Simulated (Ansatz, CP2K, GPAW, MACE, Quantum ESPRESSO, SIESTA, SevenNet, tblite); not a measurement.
# tblite on Ag(111)/Be(0001) interface (62 atoms): settings against a plane-wave reference

How near does tblite come to plane waves for Ag(111)/Be(0001) interface (62 atoms)?

Calculated with tblite 0.8.0; the method is named at each step.

### 1. Set-up

The cell holds 62 atoms: 14 Ag and 48 Be. Cell: a = 7.781 Å, b = 7.781 Å, c = 12.536 Å, α = 90.0°, β = 90.0°, γ = 60.0°. Fcc Ag(111), 2 repeat layers, 7 surface cells, strained +1.81 and +1.81 %; hcp Be(0001), 2 layers, 12 cells, -1.75 and -1.75 %; outer planes 2.37 Å apart and 2.39 Å at the second interface of the periodic stack; not relaxed, displaced by a Gaussian of 0.02 Å. Then every atom was moved at random, 0.03 Å r.m.s. a Cartesian component. Regions: Ag, 14 atoms (14 Ag); Be, 48 atoms (48 Be). The structure's axis is c.

The yardstick, on the same geometry:

```
method                 : Kohn-Sham DFT, PBE, PAW, plane waves (Ansatz 0.2.0); cutoff 420 eV, Γ point, fermi-dirac smearing of 0.05 eV; PAW set soft_2
r.m.s. force component : 0.4067 eV/Å
longest force          : 1.224 eV/Å
pressure               : -0.9296 GPa
SCF cycles             : 15
time                   : 7.2 s on 4 threads of Arm Neoverse V1, shared host
CPU time               : 27 s
```

### 2. GFN1-xTB

Method: GFN1-xTB tight binding, diagonalisation.

run.py

```python
import numpy as np
from ase.io import read
from tblite.ase import TBLite

atoms = read("structure.xyz")
atoms.calc = TBLite(method="GFN1-xTB", electronic_temperature=580, accuracy=1.0, max_iterations=250, mixer_damping=0.1, verbosity=1)
energy = atoms.get_potential_energy()
forces = atoms.get_forces()
print(f"energy {energy:.6f} eV")
print("forces (eV/A)")
for i, (a, f) in enumerate(zip(atoms, forces)):
    print(f"{i:4d} {a.symbol:2s} {f[0]:10.5f} {f[1]:10.5f} {f[2]:10.5f}")
stress = -atoms.get_stress(voigt=False) * 160.21766
print("stress (GPa, compression positive)")
for row in stress:
    print(" ".join(f"{x:10.4f}" for x in row))
print("charges (e)")
print(np.array2string(atoms.get_charges(), precision=4, suppress_small=True, max_line_width=110, threshold=100000))
```

structure.xyz

```xyz
62
Lattice="7.78060 0.00000 0.00000 3.89030 6.73820 0.00000 0.00000 0.00000 12.53554" Properties=species:S:1:pos:R:3 pbc="T T T"
Ag 3.37950 3.91139 0.01905
Ag 6.66128 3.20024 2.33249
Ag 6.13100 4.88378 0.01366
Ag 9.41962 4.18489 2.32735
Ag 8.89245 5.78771 12.44917
Ag 4.46272 5.12117 2.29639
Ag 3.94760 6.72290 12.50558
Ag 7.21180 6.11970 2.35079
Ag 2.82848 0.96747 0.00188
Ag 6.15107 0.35477 2.31343
Ag 5.58795 1.94411 0.03159
Ag 1.18627 1.25283 2.30579
Ag 8.30851 2.89743 0.04500
Ag 3.79281 2.19490 2.31682
Be 4.27065 4.43111 4.65069
Be 3.69882 3.33716 6.57376
Be 4.37581 4.48292 8.30291
Be 3.62335 3.31425 10.14476
Be 2.42338 3.41984 4.70008
Be 1.70356 2.22657 6.48125
Be 2.41743 3.33096 8.28975
Be 1.72928 2.21168 10.11555
Be 2.41860 1.11868 4.69092
Be 5.63669 6.61779 6.49253
Be 2.41280 1.10028 8.33037
Be 5.68906 6.72183 10.18663
Be 8.23553 4.45179 4.68453
Be 7.55835 3.30542 6.48213
Be 8.20507 4.45388 8.30906
Be 7.53006 3.36667 10.18262
Be 8.27342 2.29247 4.80926
Be 7.58219 1.10884 6.46596
Be 8.27327 2.23493 8.34478
Be 7.64179 1.11234 10.10640
Be 4.32897 6.69265 4.62975
Be 3.73905 5.60901 6.54681
Be 4.29917 6.72904 8.40069
Be 3.73442 5.59614 10.08860
Be 6.26720 3.36856 4.67388
Be 5.65521 2.27313 6.48514
Be 6.20822 3.37934 8.33476
Be 5.60911 2.27037 10.17221
Be 6.26720 1.08498 4.77579
Be 9.58963 6.69986 6.48313
Be 6.27591 1.08579 8.36735
Be 9.45814 6.71711 10.15993
Be 10.18819 5.61110 4.73618
Be 9.55333 4.45139 6.52299
Be 10.17773 5.62397 8.44783
Be 9.59367 4.51911 10.15604
Be 4.29742 2.17678 4.61233
Be 3.66019 1.09273 6.47085
Be 4.29878 2.21202 8.35757
Be 3.74196 1.12656 10.15178
Be 8.24814 6.69629 4.70910
Be 7.51641 5.63657 6.52763
[... 2 atom lines left out ...]
Be 6.34084 5.59560 4.72740
Be 5.66214 4.50307 6.51447
Be 6.25245 5.65315 8.24137
Be 5.62456 4.54970 10.13837
```

Run with:

```sh
> OMP_NUM_THREADS=1 python run.py > output.txt
```

The program printed:

```text
------------------------------------------------------------
  cycle        total energy    energy error   density error
------------------------------------------------------------
      1     -87.17702618268  -8.7211581E+01   1.3459505E+00
      2     -88.08116731058  -9.0414113E-01   1.1634873E+00
      3     -45.02065675998   4.3060511E+01   1.0001198E+00
      4     -88.16632190232  -4.3145665E+01   2.7920317E-01
      5     -89.04642311170  -8.8010121E-01   2.2009283E-01
      6     -89.79771045163  -7.5128734E-01   7.6782301E-02
      7     -90.07770669300  -2.7999624E-01   4.7326451E-02
      8     -90.09278219646  -1.5075503E-02   3.2838675E-02
      9     -90.11503626400  -2.2254068E-02   2.2066779E-02
     10     -90.11140547986   3.6307841E-03   1.8028951E-02
     11     -90.12048208525  -9.0766054E-03   4.2793336E-03
     12     -90.12142324336  -9.4115811E-04   2.9362724E-03
     13     -90.12155504433  -1.3180097E-04   8.5386119E-04
     14     -90.12154513234   9.9119844E-06   1.0340792E-03
     15     -90.12158574610  -4.0613754E-05   2.8124440E-04
     16     -90.12158449068   1.2554174E-06   2.5327933E-04
     17     -90.12158554750  -1.0568154E-06   1.5497298E-04
     18     -90.12158602735  -4.7985493E-07   9.0766270E-05
     19     -90.12158614439  -1.1703746E-07   1.8513856E-05
------------------------------------------------------------
 total:                                   3.287 sec
energy -2452.333270 eV
forces (eV/A)
   0 Ag   -0.31387   -0.33432   -0.28136
   1 Ag    0.01169    0.00766   -0.10302
   2 Ag    0.18531   -0.39631   -0.23013
   3 Ag    0.07992    0.21463    0.16986
   4 Ag    0.23838   -0.06042    0.19665
   5 Ag   -0.09156    0.02835    0.38238
   6 Ag   -0.33467    0.36077   -0.31315
   7 Ag    0.43272   -0.47475    0.16541
   8 Ag   -0.13519    0.35281   -0.55464
   9 Ag   -0.07056   -0.23249    0.16310
  10 Ag   -0.11837   -0.07854   -0.00902
  11 Ag   -0.85071    0.17649    0.51658
  12 Ag    0.30546   -0.08486   -0.45640
  13 Ag    0.63005    0.60234   -0.26074
  14 Be    0.19462    0.02057   -0.05802
  15 Be    0.06181    0.11744    0.01206
  16 Be   -0.18415    0.06973   -0.16464
  17 Be   -0.03414    0.23762    0.31957
  18 Be    0.05354   -0.27875   -0.36028
  19 Be    0.56010   -0.12348    0.64853
  20 Be   -0.34264    0.21965   -0.22280
  21 Be    0.06558    0.03469    0.59526
  22 Be   -0.51648   -0.02172   -0.43676
  23 Be   -0.41678    1.11241    0.13832
[...]
54 Be    0.17864    0.06185   -0.45364
  55 Be    0.87873   -0.40637    0.37276
  56 Be    0.05469    0.23438   -0.34017
  57 Be   -0.03577   -0.16281    0.35992
  58 Be   -0.27636   -0.29420   -0.63461
  59 Be   -0.23940   -0.42643    0.09664
  60 Be    0.24888   -0.38776    0.37944
  61 Be    0.33371   -0.20561    0.13322
stress (GPa, compression positive)
   27.0724     0.2678     0.1317
    0.2678    27.0987     0.0379
    0.1317     0.0379    11.8835
charges (e)
[-0.042  -0.0349 -0.0346 -0.0375 -0.0296 -0.0348 -0.0374 -0.0349 -0.0326 -0.0403 -0.0362 -0.0441 -0.0414
 -0.0296 -0.0149  0.0294  0.0341 -0.0041 -0.0016  0.0261  0.0304 -0.0087 -0.0154  0.0304  0.0459 -0.0106
 -0.0127  0.0429  0.0178 -0.0188  0.0055  0.0264  0.03   -0.0117 -0.0227  0.0437  0.0402 -0.008  -0.0242
  0.0339  0.038  -0.0254 -0.0048  0.0284  0.0407 -0.0044 -0.0075  0.0359  0.0271 -0.0157 -0.0294  0.0392
  0.0245 -0.0141 -0.0074  0.0292  0.0284 -0.0137 -0.0017  0.0299  0.045  -0.0159]
```

It took 4 s on 1 thread of Arm Neoverse V1, shared host; peak memory 0.11 GiB.

Banners, paths, timers and routine set-up lines are dropped from the logs unmarked, and long logs keep their key lines alone; longer cuts are marked.

Compared with the plane-wave run:

```
r.m.s. force component                  : 0.3684 eV/Å
r.m.s. difference of force components   : 284.8 meV/Å
longest difference of force vectors     : 803.3 meV/Å
force difference over r.m.s. force      : 70.01 %
slope of forces against the reference's : 0.6651
correlation of force components         : 0.7343
pressure                                : 22.02 GPa
pressure difference                     : 22.95 GPa
```

Length of the force difference by element (eV/Å):

```
element  atoms  mean  most
     Ag     14  0.60  0.80
     Be     48  0.43  0.74
```

A closer look about Be31, which bears the longest force: 10 atoms, nearest first, numbered in the order of the input, with positions taken from that point.

```
atom      x      y      z  distance (Å)  Mulliken charge (e)     Fx     Fy  Fz (eV/Å)
Be31   0.00   0.00   0.00          0.00                 0.01  -0.11  -0.52      -1.18
Be20   1.21  -0.07   1.67          2.07                 0.03   0.56  -0.12       0.65
Be28  -0.72   1.01   1.67          2.08                 0.04   0.02   0.50       0.78
Be32  -0.69  -1.18   1.66          2.15                 0.03   0.04  -0.10       0.64
Be27  -0.04   2.16  -0.12          2.16                -0.01  -0.29   0.23      -0.46
Be19   1.93   1.13  -0.11          2.24                 0.00   0.05  -0.28      -0.36
Be23   1.93  -1.17  -0.12          2.26                -0.02  -0.52  -0.02      -0.44
Be39  -2.01   1.08  -0.14          2.28                -0.02   0.02   0.14       0.13
Be43  -2.01  -1.21  -0.03          2.34                 0.00  -0.22   0.22      -0.66
Be35  -0.05  -2.34  -0.18          2.35                -0.02   0.41   0.12      -0.58
```

Atoms are counted from 1 here, from 0 in the log.

Forces lie 70 % from the reference's, at 0.15 times its CPU time (on 1 against 4 cores).

### 3. Summary of results

- force difference from the reference: tblite GFN1-xTB, 70 %
- its CPU time: 4 s

What this shows: Tight binding differs by 70 % (tblite GFN1-xTB); it is another model, with fitted parameters of its own, and the xTB methods hold dispersion. One electronic-structure run takes under half the reference's CPU time: tblite GFN1-xTB, at 70 % in 4 s against 27 s, too far off to be of use; its pressure misses by +22.9 GPa. Periodic xTB results under one method name differ between programs and library versions. The reference's stress is far from hydrostatic: its diagonal is 7.2, 7.4, -17.4 GPa, compression counted positive. The host structure and its lattice constant were typed by rule, without a check against the phase diagram. The electronic-structure runs sample only Γ, in a cell whose shortest periodic width is 7 Å, which is coarse for a cell with partly filled levels.

[Also dropped from logs without a mark: logging warnings of Python, and SIESTA's first energy breakdown and zero terms.]

[Logs are printed without paths, hosts, clocks, repeated set-up lines and the standing remarks that a program may print on its own settings, such as how far it seeks lower states.]

[Hosts, paths, dates, database ids (printed as entryN), source tags and the programs' standing remarks are cut or masked in the printed files.]
